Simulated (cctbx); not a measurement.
## From intensities to atoms

Cell a = 4.1400 Å, b = 4.1400 Å, c = 4.1400 Å, α = 90.00°, β = 90.00°, γ = 90.00°; space group Pm-3m (no. 221); content Hg1 Mo3.

The data are simulated with cctbx, not measured: Mo Kα, λ = 0.71073 Å, to d = 0.8 Å, 80 % of the full sphere, strongest reflection 20000 counts, noise from counting, a 6 % proportional error and a noise floor of 15 counts (s.d.); no absorption.

Charge flipping in P1 on plain amplitudes to 0.8 Å, δ = 1.2 σ, 20 % of the reflections treated as weak, 150 cycles:

```text
cycle      R  skewness
    0  0.419     0.46
   12  0.232     3.34
   24  0.193     3.12
   36  0.190     3.02
   48  0.200     3.01
   60  0.183     2.94
   72  0.194     2.78
   84  0.201     2.67
   96  0.203     2.73
  108  0.213     2.85
  120  0.189     2.86
  132  0.191     2.74
  144  0.209     2.85
origin shift          correlation  skewness
 0.314  0.133  0.941      0.998      5.98
 0.315  0.632  0.441      0.998      4.42
 0.315  0.133  0.441      0.998      5.24
 0.315  0.633  0.942      0.998      4.09
taken: symmetry correlation 0.998, skewness 5.98
peak      x       y       z  mult  height/sigma
Q1    0.0000  0.0000  0.0000    1     15.7
Q2    0.0000  0.5000  0.5000    3      7.8
Q3    0.0000  0.0000  0.5000    3      1.2
Q4    0.0000  0.2500  0.5000   12      0.5
Q5    0.5000  0.5000  0.5000    1      0.5
Q6    0.3436  0.3436  0.5000   12      0.5
Q7    0.1868  0.1868  0.1868    8      0.5
```

The origin is taken among those within 0.04 of the best correlation, by the skewness of the map.

It took 1.1 s on 1 thread of Arm Neoverse V2, with other jobs on the host, peak memory 0.07 GiB.

**Question.** Which peaks are atoms, and which elements?

Heights go roughly as Z and multiplicities must add up to the content. First model: Q1 = Hg1 (1 in the cell, height 15.7) and Q2 = Mo1 (3 in the cell, height 7.8). Against the true structure, Q1 is Hg and Q2 is Mo; the other peaks are not atoms.

Least squares on F², isotropic:

```text
Rint 0.049, 28 unique reflections to 0.81 A
cycle     R1     wR2    GooF  max shift (A)
   1  0.1379  0.3170  17.725   0.00000
   2  0.0222  0.0981   5.484   0.00000
final R1 0.0222 wR2 0.0981 GooF 5.484  parameters 2  data/parameter 14.0
atom        x        y        z      Ueq    occ   su(xyz)  su(Uiso or U11)
Hg1    0.00000  0.00000  0.00000   0.0112  1.000  0.00000  0.0012
Mo1    0.00000  0.50000  0.50000   0.0252  1.000  0.00000  0.0017
difference map: max 3.67 min -1.95 rms 0.43
Q1    0.1262  0.5000  0.5000    6    3.67  0.52 A from Mo1
Q2    0.0000  0.0000  0.0000    1    1.36  0.00 A from Hg1
Q3    0.2957  0.2957  0.5000   12    1.04  1.49 A from Mo1
Q4    0.0000  0.0000  0.4262    6    0.68  1.76 A from Hg1
Q5    0.3054  0.3054  0.3054    8    0.50  1.70 A from Mo1
```

Anisotropic refinement:

```text
Rint 0.049, 28 unique reflections to 0.81 A
cycle     R1     wR2    GooF  max shift (A)
   1  0.0222  0.0981   5.593   0.00000
   2  0.0053  0.0119   0.678   0.00000
final R1 0.0053 wR2 0.0119 GooF 0.678  parameters 3  data/parameter 9.3
atom        x        y        z      Ueq    occ   su(xyz)  su(Uiso or U11)
Hg1    0.00000  0.00000  0.00000   0.0108  1.000  0.00000  0.0001
Mo1    0.00000  0.50000  0.50000   0.0254  1.000  0.00000  0.0003
difference map: max 0.65 min -0.31 rms 0.10
Q1    0.5000  0.5000  0.5000    1    0.65  2.07 A from Mo1
Q2    0.2583  0.2583  0.5000   12    0.36  1.46 A from Mo1
Q3    0.0000  0.0000  0.5000    3    0.26  2.07 A from Mo1
Q4    0.0000  0.5000  0.5000    3    0.21  0.00 A from Mo1
Q5    0.0000  0.3897  0.3897   12    0.15  0.65 A from Mo1
Q6    0.0000  0.0000  0.0000    1    0.15  0.00 A from Hg1
```

**Reading.** The refinement ends at R1 = 0.0053, wR2 = 0.0119, GooF = 0.68, with difference density between -0.31 and 0.65 e/Å³. Every site matches the true model in element, within 0.001 Å r.m.s., up to an allowed shift of origin.

True model:

```csv
atom,mult.,x,y,z,Ueq (Å²)
Hg1,1,0,0,0,0.0110
Mo1,3,1/2,1/2,0,0.0258
```

The model is made up (kin elements in a known structure type, no relaxation), so it says nothing on whether the phase exists.

[Middle refinement cycles are left out of these outputs.]

[Logs are printed without paths, hosts, clocks, repeated set-up lines and the standing remarks that a program may print on its own settings, such as how far it seeks lower states.]
